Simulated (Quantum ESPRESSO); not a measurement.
## Canted and collinear textures of NiO

Aim: see whether a non-collinear arrangement of the moments of NiO lies under the collinear ones.

Method: LDA; plane waves with GBRV 1.5 LDA potentials, no spin-orbit coupling, in Quantum ESPRESSO 7.5.

**1. The structure**

It takes space group Fm-3m (No. 225, cubic). The conventional cell has a = 4.172 Å, b = 4.172 Å, c = 4.172 Å, α = 90.00°, β = 90.00°, γ = 90.00°. Nearest to Ni lie 6 O at 2.09 Å. Nearest to O lie 6 Ni at 2.09 Å. Farther neighbours and most contacts between anions are not listed.

The cell comes from the Crystallography Open Database.

**2. Start 1: collinear parallel**

The input, pw.in:

```
&CONTROL
  calculation = 'scf'
  prefix = 'pwscf'
  outdir = './tmp'
  pseudo_dir = './pseudo'
  disk_io = 'nowf'
/
&SYSTEM
  ibrav = 0
  celldm(1) = 8
  nat = 8
  ntyp = 2
  ecutwfc = 34
  ecutrho = 238
  nbnd = 122
  occupations = 'smearing'
  smearing = 'fd'
  degauss = 0.00734986
  noncolin = .true.
  starting_magnetization(1) = 0.1111
  angle1(1) = 0
  angle2(1) = 0
  starting_magnetization(2) = 0
/
&ELECTRONS
  conv_thr = 8d-08
  electron_maxstep = 150
  mixing_beta = 0.3
/
ATOMIC_SPECIES
Ni     58.6934 ni_lda_v1.4.uspp.F.UPF
O      15.9990 o_lda_v1.2.uspp.F.UPF
CELL_PARAMETERS alat
   0.0000000000000    0.9854457062883    0.9854457062883
   0.9854457062883    0.0000000000000    0.9854457062883
   0.4927228531442    0.4927228531442    0.0000000000000
ATOMIC_POSITIONS crystal
Ni      0.0000000000    0.0000000000    0.0000000000
Ni      0.0000000000    0.5000000000    0.0000000000
Ni      0.5000000000    0.0000000000    0.0000000000
Ni      0.5000000000    0.5000000000    0.0000000000
O       0.2500000000    0.2500000000    0.5000000000
O       0.2500000000    0.7500000000    0.5000000000
O       0.7500000000    0.2500000000    0.5000000000
O       0.7500000000    0.7500000000    0.5000000000
K_POINTS automatic
3 3 6 0 0 0
```

The run is started by

```
$ OMP_NUM_THREADS=1 mpirun -n 4 pw.x -nk 4 -in pw.in > pw.out
```

What it wrote:

```text
Program PWSCF v.7.5 starts

     Found identity + ( -0.0000 -0.5000 -0.0000) symmetry
     This is a supercell, fractional translations are disabled
     Message from routine setup:
     using ibrav=0 with symmetry is DISCOURAGED, use correct ibrav instead

     K-points division:     npool     =       4
     Subspace diagonalization in iterative solution of the eigenvalue problem:

     bravais-lattice index     =            0
     lattice parameter (alat)  =       8.0000  a.u.
     unit-cell volume          =     489.9684 (a.u.)^3
     number of atoms/cell      =            8
     number of atomic types    =            2
     number of electrons       =        96.00
     number of Kohn-Sham states=          122
     kinetic-energy cutoff     =      34.0000  Ry
     charge density cutoff     =     238.0000  Ry
     scf convergence threshold =      8.0E-08
     mixing beta               =       0.3000
     number of iterations used =            8  plain     mixing
     Exchange-correlation= SLA  PZ   NOGX NOGC
                           (   1   1   0   0   0   0   0)
     Noncollinear calculation without spin-orbit

     celldm(1)=   8.000000  celldm(2)=   0.000000  celldm(3)=   0.000000
     celldm(4)=   0.000000  celldm(5)=   0.000000  celldm(6)=   0.000000

     crystal axes: (cart. coord. in units of alat)
               a(1) = (   0.000000   0.985446   0.985446 )
               a(2) = (   0.985446   0.000000   0.985446 )
               a(3) = (   0.492723   0.492723   0.000000 )

     reciprocal axes: (cart. coord. in units 2 pi/alat)
               b(1) = ( -0.507385  0.507385  0.507385 )
               b(2) = (  0.507385 -0.507385  0.507385 )
               b(3) = (  1.014769  1.014769 -1.014769 )

     PseudoPot. # 1 for Ni read from file:
     ni_lda_v1.4.uspp.F.UPF
     Pseudo is Ultrasoft + core correction, Zval = 18.0

     PseudoPot. # 2 for O  read from file:
     o_lda_v1.2.uspp.F.UPF
     Pseudo is Ultrasoft + core correction, Zval =  6.0

     atomic species   valence    mass     pseudopotential
     Ni               18.00    58.69340     Ni( 1.00)
     O                 6.00    15.99900     O ( 1.00)

      8 Sym. Ops., with inversion, found

   Cartesian axes

     site n.     atom                  positions (alat units)
         1        Ni     tau(   1) = (   0.0000000   0.0000000   0.0000000  )
         2        Ni     tau(   2) = (   0.4927229   0.0000000   0.4927229  )
         3        Ni     tau(   3) = (   0.0000000   0.4927229   0.4927229  )
         4        Ni     tau(   4) = (   0.4927229   0.4927229   0.9854457  )
         5        O      tau(   5) = (   0.4927229   0.4927229   0.4927229  )
         6        O      tau(   6) = (   0.9854457   0.4927229   0.9854457  )
         7        O      tau(   7) = (   0.4927229   0.9854457   0.9854457  )
         8        O      tau(   8) = (   0.9854457   0.9854457   1.4781686  )

     number of k points=    16  Fermi-Dirac smearing, width (Ry)=  0.0073
                       cart. coord. in units 2pi/alat
        k(    1) = (   0.0000000   0.0000000   0.0000000), wk =   0.0185185
        k(    2) = (   0.1691282   0.1691282  -0.1691282), wk =   0.0740741
        k(    3) = (   0.3382564   0.3382564  -0.3382564), wk =   0.0740741
        k(    4) = (  -0.5073846  -0.5073846   0.5073846), wk =   0.0185185
        k(    5) = (   0.1691282  -0.1691282   0.1691282), wk =   0.0740741
        [... 11 further k-points ...]

     Dense  grid:    30411 G-vectors     FFT dimensions: (  60,  60,  27)

     Smooth grid:    13141 G-vectors     FFT dimensions: (  45,  45,  24)

     Check: negative core charge=   -0.000012
     Generating pointlists ...
     new r_m :   0.2032 (alat units)  1.6260 (a.u.) for type    1
     new r_m :   0.2032 (alat units)  1.6260 (a.u.) for type    2

     Initial potential from superposition of free atoms

     starting charge      88.0000, renormalised to      96.0000

 ==============================================================================
     atom number    1 relative position :    0.0000   0.0000   0.0000
     charge :    16.785919  (integrated on a sphere of radius 0.203)
     magnetization :          0.000000    0.000000    1.852331
     magnetization/charge:    0.000000    0.000000    0.110350
     polar coord.: r, theta, phi [deg] :     1.852331    0.000000  360.000000

 ==============================================================================

 ==============================================================================
     atom number    2 relative position :    0.4927   0.0000   0.4927
     charge :    16.785919  (integrated on a sphere of radius 0.203)
     magnetization :          0.000000    0.000000    1.852331
     magnetization/charge:    0.000000    0.000000    0.110350
     polar coord.: r, theta, phi [deg] :     1.852331    0.000000  360.000000

 ==============================================================================

 ==============================================================================
     atom number    3 relative position :    0.0000   0.4927   0.4927
     charge :    16.785919  (integrated on a sphere of radius 0.203)
     magnetization :          0.000000    0.000000    1.852331
[...]
iteration #  1     ecut=    34.00 Ry     beta= 0.30
     Davidson diagonalization with overlap
     ethr =  1.00E-02,  avg # of iterations =  3.8

     total energy              =   -1460.75742953 Ry
     estimated scf accuracy    <     134.35314162 Ry

     total magnetization       =    -0.00    -0.00     4.98 Bohr mag/cell
     absolute magnetization    =     5.00 Bohr mag/cell

     iteration #  2     ecut=    34.00 Ry     beta= 0.30
     Davidson diagonalization with overlap
     ethr =  1.00E-02,  avg # of iterations =  3.0

     total energy              =   -1497.28707441 Ry
     estimated scf accuracy    <      51.15190254 Ry

     total magnetization       =    -0.00    -0.00     0.37 Bohr mag/cell
     absolute magnetization    =     0.48 Bohr mag/cell

     [... further iterations left out ...]

     iteration # 26     ecut=    34.00 Ry     beta= 0.30
     Davidson diagonalization with overlap
     ethr =  5.36E-10,  avg # of iterations =  1.1

     total energy              =   -1501.50135175 Ry
     estimated scf accuracy    <       0.00000021 Ry

     total magnetization       =     0.00     0.00    -0.00 Bohr mag/cell
     absolute magnetization    =     0.01 Bohr mag/cell

     iteration # 27     ecut=    34.00 Ry     beta= 0.30
     Davidson diagonalization with overlap
     ethr =  2.22E-10,  avg # of iterations =  1.2

 ==============================================================================
     atom number    1 relative position :    0.0000   0.0000   0.0000
     charge :    15.723510  (integrated on a sphere of radius 0.203)
     magnetization :          0.000000    0.000000    0.000685
     magnetization/charge:    0.000000    0.000000    0.000044
     polar coord.: r, theta, phi [deg] :     0.000685    0.000000  360.000000

 ==============================================================================

 ==============================================================================
     atom number    2 relative position :    0.4927   0.0000   0.4927
     charge :    15.723596  (integrated on a sphere of radius 0.203)
     magnetization :          0.000000   -0.000000    0.000441
     magnetization/charge:    0.000000   -0.000000    0.000028
     polar coord.: r, theta, phi [deg] :     0.000441    0.000194  -45.000023

 ==============================================================================

 ==============================================================================
     atom number    3 relative position :    0.0000   0.4927   0.4927
     charge :    15.723596  (integrated on a sphere of radius 0.203)
     magnetization :         -0.000000    0.000000    0.000441
     magnetization/charge:   -0.000000    0.000000    0.000028
     polar coord.: r, theta, phi [deg] :     0.000441    0.000194  135.000023

 ==============================================================================

 ==============================================================================
     atom number    4 relative position :    0.4927   0.4927   0.9854
     charge :    15.723546  (integrated on a sphere of radius 0.203)
     magnetization :          0.000000    0.000000   -0.001590
     magnetization/charge:    0.000000    0.000000   -0.000101
     polar coord.: r, theta, phi [deg] :     0.001590  180.000000  360.000000

 ==============================================================================

 ==============================================================================
     atom number    5 relative position :    0.4927   0.4927   0.4927
     charge :     5.586679  (integrated on a sphere of radius 0.203)
     magnetization :         -0.000000   -0.000000   -0.000097
     magnetization/charge:   -0.000000   -0.000000   -0.000017
     polar coord.: r, theta, phi [deg] :     0.000097  180.000000  360.000000

 ==============================================================================

 ==============================================================================
     atom number    6 relative position :    0.9854   0.4927   0.9854
     charge :     5.586651  (integrated on a sphere of radius 0.203)
     magnetization :         -0.000000   -0.000000   -0.000121
     magnetization/charge:   -0.000000   -0.000000   -0.000022
     polar coord.: r, theta, phi [deg] :     0.000121  180.000000  360.000000

 ==============================================================================

 ==============================================================================
     atom number    7 relative position :    0.4927   0.9854   0.9854
     charge :     5.586651  (integrated on a sphere of radius 0.203)
     magnetization :         -0.000000   -0.000000   -0.000121
     magnetization/charge:   -0.000000   -0.000000   -0.000022
     polar coord.: r, theta, phi [deg] :     0.000121  180.000000  360.000000

 ==============================================================================

 ==============================================================================
     atom number    8 relative position :    0.9854   0.9854   1.4782
     charge :     5.586679  (integrated on a sphere of radius 0.203)
     magnetization :         -0.000000   -0.000000   -0.000097
     magnetization/charge:   -0.000000   -0.000000   -0.000017
     polar coord.: r, theta, phi [deg] :     0.000097  180.000000  360.000000

 ==============================================================================

     End of self-consistent calculation

     [... lines left out ...]
     the Fermi energy is    13.7684 ev

!    total energy              =   -1501.50135188 Ry
     estimated scf accuracy    <       0.00000007 Ry
     smearing contrib. (-TS)   =      -0.01482454 Ry
     internal energy E=F+TS    =   -1501.48652734 Ry

     The total energy is F=E-TS. E is the sum of the following terms:
     one-electron contribution =    -867.28130724 Ry
     hartree contribution      =     491.30983774 Ry
     xc contribution           =    -168.62182780 Ry
     ewald contribution        =    -956.89323004 Ry

     total magnetization       =     0.00     0.00    -0.00 Bohr mag/cell
     absolute magnetization    =     0.00 Bohr mag/cell

     convergence has been achieved in  27 iterations

=------------------------------------------------------------------------------=
   JOB DONE.
=------------------------------------------------------------------------------=
```

The job ended after 2.2 min (4 MPI ranks of Arm Neoverse V1, shared host; peak memory 0.59 GiB; 8.6 min of CPU time).

Spin moment in the atom's sphere by atom:

| atom | x (μB) | y (μB) | z (μB) | size |
| --- | --- | --- | --- | --- |
| Ni1 | 0.0000 | 0.0000 | 0.0007 | 0.0007 |
| Ni2 | 0.0000 | 0.0000 | 0.0004 | 0.0004 |
| Ni3 | 0.0000 | 0.0000 | 0.0004 | 0.0004 |
| Ni4 | 0.0000 | 0.0000 | -0.0016 | 0.0016 |
| O5 | 0.0000 | 0.0000 | -0.0001 | 0.0001 |
| O6 | 0.0000 | 0.0000 | -0.0001 | 0.0001 |
| O7 | 0.0000 | 0.0000 | -0.0001 | 0.0001 |
| O8 | 0.0000 | 0.0000 | -0.0001 | 0.0001 |

Numbers from this step:

- smearing term TS: 0.2017 eV
- magnetization: 0, 0, 0 μB
- absolute magnetization: 0 μB
- final state: non-magnetic

**3. Start 2: random 2**

The input, pw.in:

```
&CONTROL
  calculation = 'scf'
  prefix = 'pwscf'
  outdir = './tmp'
  pseudo_dir = './pseudo'
  disk_io = 'nowf'
/
&SYSTEM
  ibrav = 0
  celldm(1) = 8
  nat = 8
  ntyp = 5
  ecutwfc = 34
  ecutrho = 238
  nbnd = 122
  occupations = 'smearing'
  smearing = 'fd'
  degauss = 0.00734986
  noncolin = .true.
  starting_magnetization(1) = 0.1111
  angle1(1) = 56.429
  angle2(1) = 142.607
  starting_magnetization(2) = 0.1112
  angle1(2) = 133.215
  angle2(2) = -179.214
  starting_magnetization(3) = 0.1111
  angle1(3) = 161.066
  angle2(3) = 114.196
  starting_magnetization(4) = 0.1111
  angle1(4) = 79.337
  angle2(4) = -3.267
  starting_magnetization(5) = 0
  nosym = .true.
/
&ELECTRONS
  conv_thr = 8d-08
  electron_maxstep = 150
  mixing_beta = 0.3
/
ATOMIC_SPECIES
Ni1    58.6934 ni_lda_v1.4.uspp.F.UPF
Ni2    58.6934 ni_lda_v1.4.uspp.F.UPF
Ni3    58.6934 ni_lda_v1.4.uspp.F.UPF
Ni4    58.6934 ni_lda_v1.4.uspp.F.UPF
O      15.9990 o_lda_v1.2.uspp.F.UPF
CELL_PARAMETERS alat
   0.0000000000000    0.9854457062883    0.9854457062883
   0.9854457062883    0.0000000000000    0.9854457062883
   0.4927228531442    0.4927228531442    0.0000000000000
ATOMIC_POSITIONS crystal
Ni1     0.0000000000    0.0000000000    0.0000000000
Ni2     0.0000000000    0.5000000000    0.0000000000
Ni3     0.5000000000    0.0000000000    0.0000000000
Ni4     0.5000000000    0.5000000000    0.0000000000
O       0.2500000000    0.2500000000    0.5000000000
O       0.2500000000    0.7500000000    0.5000000000
O       0.7500000000    0.2500000000    0.5000000000
O       0.7500000000    0.7500000000    0.5000000000
K_POINTS automatic
3 3 6 0 0 0
```

What it wrote:

```text
     [... lines left out ...]
Program PWSCF v.7.5 starts
     [... lines left out ...]
     number of atoms/cell      =            8
     [... lines left out ...]
     number of electrons       =        96.00
     number of Kohn-Sham states=          122
     kinetic-energy cutoff     =      34.0000  Ry
     charge density cutoff     =     238.0000  Ry
     scf convergence threshold =      8.0E-08
     [... lines left out ...]
     Noncollinear calculation without spin-orbit
     [... lines left out ...]
     No symmetry found
     [... lines left out ...]
     number of k points=    54  Fermi-Dirac smearing, width (Ry)=  0.0073
     [... lines left out ...]
     iteration # 32     ecut=    34.00 Ry     beta= 0.30
     [... lines left out ...]
     atom number    1 relative position :    0.0000   0.0000   0.0000
     [... lines left out ...]
     magnetization :         -1.056987    0.365834    0.236747
     [... lines left out ...]
     atom number    2 relative position :    0.4927   0.0000   0.4927
[...]
magnetization :         -0.954634   -0.488733    0.396420
[...]
atom number    3 relative position :    0.0000   0.4927   0.4927
[...]
magnetization :          0.954585    0.488905   -0.396300
[...]
atom number    4 relative position :    0.4927   0.4927   0.9854
[...]
magnetization :          1.056876   -0.365698   -0.237384
     [... lines left out ...]
     atom number    5 relative position :    0.4927   0.4927   0.4927
     [... lines left out ...]
     magnetization :         -0.000003    0.000014   -0.000009
     [... lines left out ...]
     atom number    6 relative position :    0.9854   0.4927   0.9854
     [... lines left out ...]
     magnetization :         -0.000006    0.000011   -0.000039
     [... lines left out ...]
     atom number    7 relative position :    0.4927   0.9854   0.9854
     [... lines left out ...]
     magnetization :         -0.000006    0.000011   -0.000039
     [... lines left out ...]
     atom number    8 relative position :    0.9854   0.9854   1.4782
     [... lines left out ...]
     magnetization :         -0.000003    0.000014   -0.000009
     [... lines left out ...]
     the Fermi energy is    13.8735 ev
!    total energy              =   -1501.53271779 Ry
     estimated scf accuracy    <       0.00000005 Ry
     smearing contrib. (-TS)   =      -0.00385989 Ry
     [... lines left out ...]
     total magnetization       =    -0.00     0.00    -0.00 Bohr mag/cell
     absolute magnetization    =     5.06 Bohr mag/cell
     convergence has been achieved in  32 iterations
```

The job ended after 8.5 min (4 MPI ranks; peak memory 0.85 GiB).

Spin moment in the atom's sphere by atom:

| atom | x (μB) | y (μB) | z (μB) | size |
| --- | --- | --- | --- | --- |
| Ni1 | -1.06 | 0.37 | 0.24 | 1.14 |
| Ni2 | -0.95 | -0.49 | 0.40 | 1.14 |
| Ni3 | 0.95 | 0.49 | -0.40 | 1.14 |
| Ni4 | 1.06 | -0.37 | -0.24 | 1.14 |
| O5 | 0.00 | 0.00 | 0.00 | 0.00 |
| O6 | 0.00 | 0.00 | 0.00 | 0.00 |
| O7 | 0.00 | 0.00 | 0.00 | 0.00 |
| O8 | 0.00 | 0.00 | 0.00 | 0.00 |

Numbers from this step:

| Item | Value |
| --- | --- |
| smearing term TS | 0.05252 eV |
| magnetization | 0, 0, -0.001 μB |
| absolute magnetization | 5.058 μB |
| final state | non-collinear |

[end of part 1 of 2]

[Logs and program files are shortened in this print: banners, set-up blocks, solver, clock and traceback lines can be left out without a mark of their own.]

[Logs are printed without paths, hosts, clocks, repeated set-up lines and the standing remarks that a program may print on its own settings, such as how far it seeks lower states.]

[Hosts, paths, dates, database ids (printed as entryN), source tags and the programs' standing remarks are cut or masked in the printed files.]

[Where a cell is said to come from a database of computed structures, the database is the Materials Project.]
